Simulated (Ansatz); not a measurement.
# How fast states decay through LuScS2F2

A new crystal, LuScS2F2: structure, gap and complex bands. It is built by putting Sc for part of the Lu in the LuSF structure of space group R-3m, with the volume rescaled by atomic radii. The parent structure comes from the Materials Project.

Calculated with Ansatz 0.2.0; LDA DFT, plane waves, PAW files, in the first sound run; inputs show where later runs differ.

The structure was built from a prototype and need not be the compound's stable phase.

## Step 1: The structure

It takes space group R-3m (No. 166, trigonal). The conventional cell has a = 3.859 Å, b = 3.859 Å, c = 24.149 Å, α = 90.00°, β = 90.00°, γ = 120.00°. Nearest to Sc lie 6 S at 2.63 Å. Nearest to Lu lie 6 F at 2.23 Å and 2 S at 2.63 Å. Nearest to S lie 3 Sc at 2.63 Å and 1 Lu at 2.63 Å. F has 3 Lu at 2.23 Å and 3 F at 2.23 Å nearest. It derives from LuSF. Sc for part of the Lu in the LuSF structure of space group R-3m. Farther neighbours and most contacts between anions are not listed.

## Step 2: Relaxing the new crystal

The substituted atoms don't fit the parent's cell, so cell and atoms relax together. A small smearing keeps the run stable in case the gap closes on the way.

File input.yaml:

```yaml
crystal:
  lattice:
    - [1.9295416683, 1.1140214016, 8.0497096697]
    - [-1.9295416683, 1.1140214016, 8.0497096697]
    - [0.0, -2.2280428033, 8.0497096697]
  atoms:
    - { symbol: Sc, position: [0.0, 0.0, 0.0] }
    - { symbol: Lu, position: [0.5, 0.5, 0.5] }
    - { symbol: S, position: [0.60894203, 0.60894203, 0.60894203] }
    - { symbol: S, position: [0.39105797, 0.39105797, 0.39105797] }
    - { symbol: F, position: [0.8323716, 0.8323716, 0.8323716] }
    - { symbol: F, position: [0.1676284, 0.1676284, 0.1676284] }
kpoints:
  mp_grid: { grid: [6, 6, 6] }
scf:
  occupations: { method: gaussian, width: 0.03 }
hamiltonian:
  xc: lda
output:
  forces: true
  stress: true
relax:
  f_tol: 0.02
  max_steps: 60
  cell: {}
```

Started as:

```bash
$ ansatz run input.yaml --threads 2 --pin off --max-ram 4096MiB --backend cpu --events-out ev --progress --plain --runs-dir out
```

Numbers of over 12 decimals in the logs are rounded to 6 here.

What it wrote:

```text
basis.fft_grid_basis auto: the FFT boxes are laid along the combinations [[1, 0, -1], [0, 1, -1], [0, 0, 1]] of the cell's own vectors, 3.859, 3.859 and 8.352 Å long. The dense box has 27×27×60 points. Along the cell's own vectors, as sized, it would have 60×60×60, 4.94 times as many. Of the 12 symmetry operations that the crystal satisfies within crystal.symmetry.tolerance (time reversal apart; of a slab, those that [...]
Engine: ansatz 0.2.0, aarch64-unknown-linux-gnu
Pseudopotentials: kind: paw
Pseudopotential: Sc, paw, valence charge 11, recommended cutoff 420 eV (normal), Sc.paw.azcp
Pseudopotential: Lu, paw, valence charge 25, recommended cutoff 420 eV (normal), Lu.paw.azcp
Pseudopotential: S, paw, valence charge 6, recommended cutoff 420 eV (normal), S.paw.azcp
Pseudopotential: F, paw, valence charge 7, recommended cutoff 420 eV (normal), F.paw.azcp
Functional definition: SPW92
  exchange = slater_x
  correlation = pw_c
Crystal: 6 atoms, lattice volume = 103.820 Å³
Basis set: ecut = 420 eV, 2019 PW (Γ), FFT grids on a1−a3, a2−a3, a3
Bands: 38, of which v1, the nominal top of the filled ones, is band 31 counted from 1 (30 counted from 0)
Symmetry: 12 space group operations
Space group: R-3m (ITA 166), of the structure as read, at distance tolerance 4.7e-5 Å
k-points: 32 of 216
Non-local potential: Sc, projectors of the file, l = 0: 3, l = 1: 2, l = 2: 3, l = 3: 1
Non-local potential: Lu, projectors of the file, l = 0: 3, l = 1: 2, l = 2: 2, l = 3: 3
Non-local potential: S, projectors of the file, l = 0: 2, l = 1: 2, l = 2: 2
Non-local potential: F, projectors of the file, l = 0: 2, l = 1: 2, l = 2: 1
PAW form: soft (Blöchl's): semilocal exchange-correlation on the pseudo side does not see the compensation charge
PAW frozen core: Sc, regenerated for the run's functional, and the local potential with it (the file was generated under x = pbe(κ = 0.804, μ = 0.219515), c = pbe(β = 0.066725))
PAW frozen core: Lu, regenerated for the run's functional, and the local potential with it (the file was generated under x = pbe(κ = 0.804, μ = 0.219515), c = pbe(β = 0.066725))
PAW frozen core: S, regenerated for the run's functional, and the local potential with it (the file was generated under x = pbe(κ = 0.804, μ = 0.219515), c = pbe(β = 0.066725))
PAW frozen core: F, regenerated for the run's functional, and the local potential with it (the file was generated under x = pbe(κ = 0.804, μ = 0.219515), c = pbe(β = 0.066725))
PAW one-centre angular grid: Sc, 590 points (default); XC on 64 Gauss nodes
PAW one-centre angular grid: Lu, 590 points (default); XC on 64 Gauss nodes
PAW one-centre angular grid: S, 110 points (default); XC on 64 Gauss nodes
PAW one-centre angular grid: F, 110 points (default); XC on 64 Gauss nodes
Initial density: superposition of atomic densities (neutral atoms: chi_scale 0, normalization atom), corrected by the library's trained network
Initial wavefunctions: pseudopotential atomic-orbital guess
Functional: x = slater, c = lda
SCF iter   1: F=—  HF=-19920.347602 eV  |F-HF|=—  |Δ(HF+E_count)|=         —  Δρ=1.38e-2  dr2=1.68e-1  ethr=1.77e-3  ⟨swp⟩=7.4  Hψ=5838  notcnv=0  defer=1
preconditioner: auto → Resta (q_TF=auto, 2.504 Å⁻¹)  ε∞=5.0  [insulator: Δε(μ)=1.538 eV  Ē_g=13.925 eV  σ=0.030 eV  W_gap=1.00  n_scr=30 (ndim 8)  ℏωp=27.8 eV  f_vac=0.037  D(μ)=0.00/eV (n_scr^D=0)  ε∞_Penn≈5.0]
SCF iter   2: F=—  HF=-19920.301284 eV  |F-HF|=—  |Δ(HF+E_count)|=   4.63e-2  Δρ=4.15e-3  dr2=1.49e-2  ethr=2.71e-4  ⟨swp⟩=2.9  Hψ=2846  notcnv=0  defer=66
SCF iter   3: F=—  HF=-19920.298080 eV  |F-HF|=—  |Δ(HF+E_count)|=   3.20e-3  Δρ=2.09e-3  dr2=4.67e-3  ethr=2.40e-5  ⟨swp⟩=2.0  Hψ=1912  notcnv=0  defer=66
SCF iter   4: F=—  HF=-19920.297725 eV  |F-HF|=—  |Δ(HF+E_count)|=   3.54e-4  Δρ=1.04e-3  dr2=8.54e-4  ethr=7.54e-6  ⟨swp⟩=2.3  Hψ=2329  notcnv=0  defer=66
SCF iter   5: F=—  HF=-19920.296718 eV  |F-HF|=—  |Δ(HF+E_count)|=   1.01e-3  Δρ=3.31e-4  dr2=1.25e-4  ethr=1.38e-6  ⟨swp⟩=3.0  Hψ=3066  notcnv=0  defer=66
SCF iter   6: F=—  HF=-19920.296685 eV  |F-HF|=—  |Δ(HF+E_count)|=   3.38e-5  Δρ=1.12e-4  dr2=2.27e-5  ethr=2.01e-7  ⟨swp⟩=2.0  Hψ=2080  notcnv=0  defer=66
SCF iter   7: F=—  HF=-19920.296677 eV  |F-HF|=—  |Δ(HF+E_count)|=   7.41e-6  Δρ=4.15e-5  dr2=3.01e-6  ethr=3.66e-8  ⟨swp⟩=2.1  Hψ=2132  notcnv=0  defer=66
SCF iter   8: F=—  HF=-19920.296677 eV  |F-HF|=—  |Δ(HF+E_count)|=   6.76e-7  Δρ=2.11e-5  dr2=5.09e-7  ethr=4.85e-9  ⟨swp⟩=2.1  Hψ=2121  notcnv=0  defer=66
SCF iter   9: F=-19920.296676 eV  HF=-19920.296676 eV  |F-HF|=1.44e-8  |Δ(HF+E_count)|=   1.03e-7  Δρ=6.32e-6  dr2=3.41e-8  ethr=1.61e-10  ⟨swp⟩=6.2  Hψ=6286  notcnv=0
SCF 1 converged in 9 iterations: F = -19920.296676 eV  dr2 = 3.41e-8
  greatest PAW one-centre occupation: 0.998 electrons in one spin orbital (limit 2), on the Lu atom at site 1 (counted from 0), in its partial waves of l = 0
relax step   1: F+E_penalty+E_count = -19920.29667647 eV  Δ(F+E_penalty+E_count) = +0.000e0 eV  max|allowed force component| = 7.663e-1 eV/Å  Δτ_max = 0.0000 Å  P = -2.505 GPa  Ω = 103.820 Å³  (9 SCF iters, dr2 threshold 1.00e-7 eV, accepted)
Crystal: 6 atoms, lattice volume = 100.511 Å³
Basis set: ecut = 420 eV, 1983 PW (Γ), FFT grids on a1−a3, a2−a3, a3
Initial density: handed on by an earlier stage of this run
Initial wavefunctions: those handed on with the density
iter 1 solved again at ethr=5.86e-4 eV; its pass at ethr=3.10e-3 eV (dr2=3.63e-1 eV) is discarded
SCF iter   1: F=—  HF=-19920.391264 eV  |F-HF|=—  |Δ(HF+E_count)|=         —  Δρ=9.75e-3  dr2=3.64e-1  ethr=5.86e-4  ⟨swp⟩=2.0  Hψ=8688  notcnv=0
preconditioner: auto → Resta (q_TF=auto, 2.517 Å⁻¹)  ε∞=5.1  [insulator: Δε(μ)=1.803 eV  Ē_g=13.933 eV  σ=0.030 eV  W_gap=1.00  n_scr=30 (ndim 8)  ℏωp=28.2 eV  f_vac=0.025  D(μ)=0.00/eV (n_scr^D=0)  ε∞_Penn≈5.1]
SCF iter   2: F=—  HF=-19920.318142 eV  |F-HF|=—  |Δ(HF+E_count)|=   7.31e-2  Δρ=3.81e-3  dr2=5.55e-2  ethr=5.86e-4  ⟨swp⟩=3.6  Hψ=1762  notcnv=0
SCF iter   3: F=—  HF=-19920.309173 eV  |F-HF|=—  |Δ(HF+E_count)|=   8.97e-3  Δρ=2.34e-3  dr2=4.34e-3  ethr=8.95e-5  ⟨swp⟩=3.6  Hψ=2323  notcnv=0  defer=66
SCF iter   4: F=—  HF=-19920.308168 eV  |F-HF|=—  |Δ(HF+E_count)|=   1.00e-3  Δρ=1.29e-3  dr2=1.71e-3  ethr=7.00e-6  ⟨swp⟩=2.8  Hψ=2650  notcnv=0  defer=66
SCF iter   5: F=—  HF=-19920.307688 eV  |F-HF|=—  |Δ(HF+E_count)|=   4.80e-4  Δρ=4.12e-4  dr2=2.59e-4  ethr=2.75e-6  ⟨swp⟩=3.1  Hψ=2635  notcnv=0  defer=66
SCF iter   6: F=—  HF=-19920.307630 eV  |F-HF|=—  |Δ(HF+E_count)|=   5.83e-5  Δρ=1.98e-4  dr2=3.95e-5  ethr=4.18e-7  ⟨swp⟩=3.0  Hψ=2629  notcnv=0  defer=66
[...]
SCF iter   5: F=—  HF=-19920.368886 eV  |F-HF|=—  |Δ(HF+E_count)|=   1.41e-4  Δρ=1.74e-4  dr2=4.52e-5  ethr=4.88e-7  ⟨swp⟩=3.1  Hψ=2557  notcnv=0  defer=5
SCF iter   6: F=—  HF=-19920.368870 eV  |F-HF|=—  |Δ(HF+E_count)|=   1.58e-5  Δρ=1.20e-4  dr2=1.12e-5  ethr=7.29e-8  ⟨swp⟩=3.3  Hψ=2942  notcnv=0  defer=5
SCF iter   7: F=—  HF=-19920.368866 eV  |F-HF|=—  |Δ(HF+E_count)|=   4.13e-6  Δρ=4.31e-5  dr2=1.63e-6  ethr=1.80e-8  ⟨swp⟩=2.2  Hψ=2212  notcnv=0  defer=5
SCF iter   8: F=-19920.368866 eV  HF=-19920.368866 eV  |F-HF|=1.76e-7  |Δ(HF+E_count)|=   1.78e-7  Δρ=1.32e-5  dr2=2.08e-7  ethr=9.68e-10  ⟨swp⟩=6.5  Hψ=6386  notcnv=0
SCF 3 converged in 8 iterations: F = -19920.368866 eV  dr2 = 2.08e-7
relax step   3: F+E_penalty+E_count = -19920.36886552 eV  Δ(F+E_penalty+E_count) = -6.128e-2 eV  max|allowed force component| = 1.026e-1 eV/Å  Δτ_max = 0.0683 Å  P = -0.094 GPa  Ω = 101.554 Å³  energy of the carried Pulay correction = +4.996e-3 eV  (8 SCF iters, dr2 threshold 6.00e-7 eV, accepted)
[... from here on, the SCF cycles and remarks between the steps are left out ...]
relax step   4: F+E_penalty+E_count = -19920.37755066 eV  Δ(F+E_penalty+E_count) = -8.685e-3 eV  max|allowed force component| = 1.571e-1 eV/Å  Δτ_max = 0.0323 Å  P = -0.065 GPa  Ω = 101.475 Å³  energy of the carried Pulay correction = +5.173e-3 eV  (7 SCF iters, dr2 threshold 6.00e-7 eV, accepted)
relax step   5: F+E_penalty+E_count = -19920.42919211 eV  Δ(F+E_penalty+E_count) = -5.164e-2 eV  max|allowed force component| = 2.860e-1 eV/Å  Δτ_max = 0.1125 Å  P = -0.247 GPa  Ω = 101.158 Å³  energy of the carried Pulay correction = +5.882e-3 eV  (7 SCF iters, dr2 threshold 6.00e-7 eV, accepted)
relax step   6: F+E_penalty+E_count = -19920.52580234 eV  Δ(F+E_penalty+E_count) = -9.661e-2 eV  max|allowed force component| = 1.574e-1 eV/Å  Δτ_max = 0.1950 Å  P = -1.282 GPa  Ω = 100.476 Å³  energy of the carried Pulay correction = +7.413e-3 eV  (8 SCF iters, dr2 threshold 6.00e-7 eV, accepted)
relax step   7: F+E_penalty+E_count = -19920.49146954 eV  Δ(F+E_penalty+E_count) = +3.433e-2 eV  max|allowed force component| = 5.212e-1 eV/Å  Δτ_max = 0.1764 Å  P = -0.437 GPa  Ω = 98.013 Å³  energy of the carried Pulay correction = +1.303e-2 eV  (8 SCF iters, dr2 threshold 6.00e-7 eV, rejected (line search))
relax step   8: F+E_penalty+E_count = -19920.54629648 eV  Δ(F+E_penalty+E_count) = -2.049e-2 eV  max|allowed force component| = 6.825e-2 eV/Å  Δτ_max = 0.0380 Å  P = +0.429 GPa  Ω = 98.800 Å³  energy of the carried Pulay correction = +1.122e-2 eV  (12 SCF iters, accepted)
relax step   9: F+E_penalty+E_count = -19920.54724773 eV  Δ(F+E_penalty+E_count) = -9.512e-4 eV  max|allowed force component| = 5.639e-3 eV/Å  Δτ_max = 0.0163 Å  P = -0.009 GPa  Ω = 98.988 Å³  energy of the carried Pulay correction = +1.079e-2 eV  (6 SCF iters, dr2 threshold 6.00e-7 eV, accepted)
relax step  10: F+E_penalty+E_count = -19920.53935851 eV  Δ(F+E_penalty+E_count) = +7.889e-3 eV  max|allowed force component| = 5.300e-3 eV/Å  Δτ_max = 0.0000 Å  P = -0.158 GPa  Ω = 98.988 Å³  stress off target by 1.88e-1 GPa  SCF on the basis re-selected at this cell (its energy is not comparable with the rows above)  (9 SCF iters)
relax step  11: F+E_penalty+E_count = -19920.53986302 eV  Δ(F+E_penalty+E_count) = -5.045e-4 eV  max|allowed force component| = 3.075e-3 eV/Å  Δτ_max = 0.0026 Å  P = +0.017 GPa  Ω = 98.809 Å³  energy of the carried Pulay correction = +4.113e-4 eV  (6 SCF iters, dr2 threshold 8.79e-8 eV, accepted)
iter 1 solved again at ethr=2.11e-7 eV; its pass at ethr=3.10e-3 eV (dr2=1.31e-4 eV) is discarded
SCF iter   1: F=—  HF=-19920.539452 eV  |F-HF|=—  |Δ(HF+E_count)|=         —  Δρ=1.98e-5  dr2=1.15e-7  ethr=2.11e-7  ⟨swp⟩=4.0  Hψ=10370  notcnv=0
preconditioner: auto → Resta (q_TF=auto, 2.524 Å⁻¹)  ε∞=4.9  [insulator: Δε(μ)=1.566 eV  Ē_g=14.425 eV  σ=0.030 eV  W_gap=1.00  n_scr=30 (ndim 8)  ℏωp=28.4 eV  f_vac=0.022  D(μ)=0.00/eV (n_scr^D=0)  ε∞_Penn≈4.9]
SCF iter   2: F=—  HF=-19920.539455 eV  |F-HF|=—  |Δ(HF+E_count)|=   3.25e-6  Δρ=8.61e-6  dr2=3.51e-8  ethr=1.86e-10  ⟨swp⟩=3.1  Hψ=3173  notcnv=0
SCF iter   3: F=—  HF=-19920.539455 eV  |F-HF|=—  |Δ(HF+E_count)|=   3.67e-9  Δρ=4.46e-6  dr2=8.97e-9  ethr=5.65e-11  ⟨swp⟩=2.0  Hψ=1677  notcnv=0
SCF iter   4: F=—  HF=-19920.539455 eV  |F-HF|=—  |Δ(HF+E_count)|=   1.45e-9  Δρ=1.90e-6  dr2=2.51e-9  ethr=1.45e-11  ⟨swp⟩=2.6  Hψ=2446  notcnv=0
SCF iter   5: F=—  HF=-19920.539455 eV  |F-HF|=—  |Δ(HF+E_count)|=   2.04e-9  Δρ=6.57e-7  dr2=6.27e-10  ethr=4.05e-12  ⟨swp⟩=2.8  Hψ=2231  notcnv=0
SCF iter   6: F=—  HF=-19920.539455 eV  |F-HF|=—  |Δ(HF+E_count)|=  1.16e-10  Δρ=4.78e-7  dr2=1.42e-10  ethr=1.01e-12  ⟨swp⟩=2.0  Hψ=2105  notcnv=0
SCF iter   7: F=-19920.539455 eV  HF=-19920.539455 eV  |F-HF|=1.46e-11  |Δ(HF+E_count)|=  2.18e-11  Δρ=2.10e-7  dr2=2.23e-11  ethr=1.00e-12  ⟨swp⟩=5.8  Hψ=5677  notcnv=0
SCF 12 converged in 7 iterations: F = -19920.539455 eV  dr2 = 2.23e-11
relax step  12: F+E_penalty+E_count = -19920.53945516 eV  Δ(F+E_penalty+E_count) = +4.079e-4 eV  max|allowed force component| = 3.093e-3 eV/Å  Δτ_max = 0.0000 Å  P = +0.013 GPa  Ω = 98.809 Å³  stress off target by 2.56e-2 GPa  SCF on the basis re-selected at this cell (its energy is not comparable with the rows above)  (7 SCF iters)
basis re-selected at this cell: Δ(F+E_penalty+E_count) = +4.079e-4 eV, ΔP = -0.004 GPa vs the last step (what re-selecting the basis moved, of the pressure what is left beyond the Pulay correction that the steps carried, after the strain that the cell walked since its last selection, with what the two solves' SCF thresholds leave and, on support functions, any second-order correction that the steps lacked; it is no m [...]
SCF converged after 7 iterations
Free energy (F): -19920.539455 eV
Harris-Foulkes:  -19920.539455 eV  (|F-HF|=1.46e-11)
Internal energy: -19920.539455 eV  (E = F + TS)
E sigma→0 (E₀):  -19920.539455 eV
Fermi energy:    9.683250 eV
--- Per-component energies (eV) ---
  E_band       = -272.138977
  E_kinetic    = 1310.305004
  E_local      = -11845.997796  (includes V_loc(G=0)·N_el)
  E_nonlocal   = 882.836967
  E_hartree    = 5032.539213
  E_xc         = -672.026472
  E_vxc        = -769.075300  (∫ρ·V_xc dr)
  E_paw        = -9558.429563  (= ΣΔE_a)
  E_vpaw       = 84.709630  (= ΣTr[D̂ρ^β])
  E_aug_tail   = 0.004055  (compensation charges beyond the density's cutoff)
  E_ewald      = -5072.927318
  E_core_change = 3.156456  (= ΣΔE_core)
  E_smearing   = -0.000000  (= −TS)
  E_closure    = -0.000000  (closes the sum)
  Σ components = -19920.539455   (vs F -19920.539455, Δ=0.00e0)
--- Forces (eV/Å), atoms counted from 1 ---
  atom   1  Sc    -0.00000000     0.00000000     0.00000000
  atom   2  Lu    -0.00000000     0.00000000    -0.00000000
  atom   3  S     -0.00000000    -0.00000000     0.00309309
  atom   4  S     -0.00000000     0.00000000    -0.00309309
  atom   5  F      0.00000000    -0.00000000     0.00113459
  atom   6  F      0.00000000     0.00000000    -0.00113459
  max |Σ_I F_I| component: 9.25e-18 eV/Å
--- Stress (GPa, compression-positive) ---
        0.006127       0.000000       0.000000
        0.000000       0.006127      -0.000000
        0.000000      -0.000000       0.025640
  P = ⅓ Tr σ = 0.0126 GPa (0.126 kbar)
--- Relaxed structure (10 steps of the walk, 9 accepted, 2 SCFs on fresh bases) ---
  F+E_penalty+E_count = -19920.53945516 eV   max|allowed force component| = 3.093e-3 eV/Å   (the final SCF, on the basis selected at the relaxed cell)
  cell:  # Å, volume = 98.8091 Å³
    - [1.883944, 1.087696, 8.036565]
    - [-1.883944, 1.087696, 8.036565]
    - [0, -2.175391, 8.036565]
  atoms:
    - { symbol: Sc, position: [1.0475761126584899e-19, 1.0475761126584945e-19, 1.0475761126444195e-19] }
    - { symbol: Lu, position: [0.5, 0.5, 0.5] }
    - { symbol: S, position: [0.610682, 0.610682, 0.610682] }
    - { symbol: S, position: [0.389318, 0.389318, 0.389318] }
    - { symbol: F, position: [0.814872, 0.814872, 0.814872] }
    - { symbol: F, position: [0.185128, 0.185128, 0.185128] }
```

Wall time 49 s (2 threads of Arm Neoverse V2, shared host); peak memory 0.46 GiB.

Relaxation path:

| step | energy less that of the first step (eV) | largest force component (eV/Å) | pressure (GPa) | volume (Å³) |
| --- | --- | --- | --- | --- |
| 1 | 0.0000 | 0.7663 | -2.51 | 103.82 |
| 2 | -0.0109 | 0.8471 | 1.39 | 100.51 |
| 3 | -0.0722 | 0.1026 | -0.09 | 101.55 |
| 4 | -0.0809 | 0.1571 | -0.07 | 101.47 |
| 5 | -0.1325 | 0.2860 | -0.25 | 101.16 |
| 6 | -0.2291 | 0.1574 | -1.28 | 100.48 |
| 7 | -0.1948 | 0.5212 | -0.44 | 98.01 |
| 8 | -0.2496 | 0.0683 | 0.43 | 98.80 |
| 9 | -0.2506 | 0.0056 | -0.01 | 98.99 |
| 10* | -0.2427 | 0.0053 | -0.16 | 98.99 |
| 11 | -0.2432 | 0.0031 | 0.02 | 98.81 |
| 12* | -0.2428 | 0.0031 | 0.01 | 98.81 |

Relaxation steps marked * repeat the geometry before them on a plane-wave basis chosen anew for their cell, so energy and pressure can jump there. Relaxation step 7 was tried and not accepted.

The run keeps the 12 symmetry operations that it works with, so distortions that break them were not tested.

| conventional cell, symmetrised | before | after | change |
| --- | --- | --- | --- |
| a (Å) | 3.859 | 3.768 | -2.4 % |
| b (Å) | 3.859 | 3.768 | -2.4 % |
| c (Å) | 24.149 | 24.110 | -0.2 % |
| volume (Å³/atom) | 17.30 | 16.47 | -4.8 % |

The atoms that moved most (Å, as changes of fractional coordinates times the final cell):

| atom | dx | dy | dz | length |
| --- | --- | --- | --- | --- |
| F5 | 0.000 | 0.000 | -0.422 | 0.422 |
| F6 | 0.000 | 0.000 | 0.422 | 0.422 |
| S3 | 0.000 | 0.000 | 0.042 | 0.042 |
| S4 | 0.000 | 0.000 | -0.042 | 0.042 |

The relaxed structure:

```xyz
6
Lattice="1.8839 1.0877 8.0366 -1.8839 1.0877 8.0366 0.0000 -2.1754 8.0366" Properties=species:S:1:pos:R:3 pbc="T T T"
Sc    0.0000    0.0000    0.0000
Lu    0.0000    0.0000   12.0548
S     0.0000    0.0000   14.7234
S     0.0000    0.0000    9.3863
F     0.0000    0.0000   19.6463
F     0.0000    0.0000    4.4634
```

Numbers from this step:

* free energy: -19920.5395 eV
* Fermi energy: 9.683 eV
* pressure: 0.01263 GPa

The largest force component on a free atom ends at 0.0031 eV/Å.

[end of part 1 of 3]

[Logs are printed without paths, hosts, clocks, repeated set-up lines and the standing remarks that a program may print on its own settings, such as how far it seeks lower states.]

[Hosts, paths, dates, database ids (printed as entryN), source tags and the programs' standing remarks are cut or masked in the printed files.]
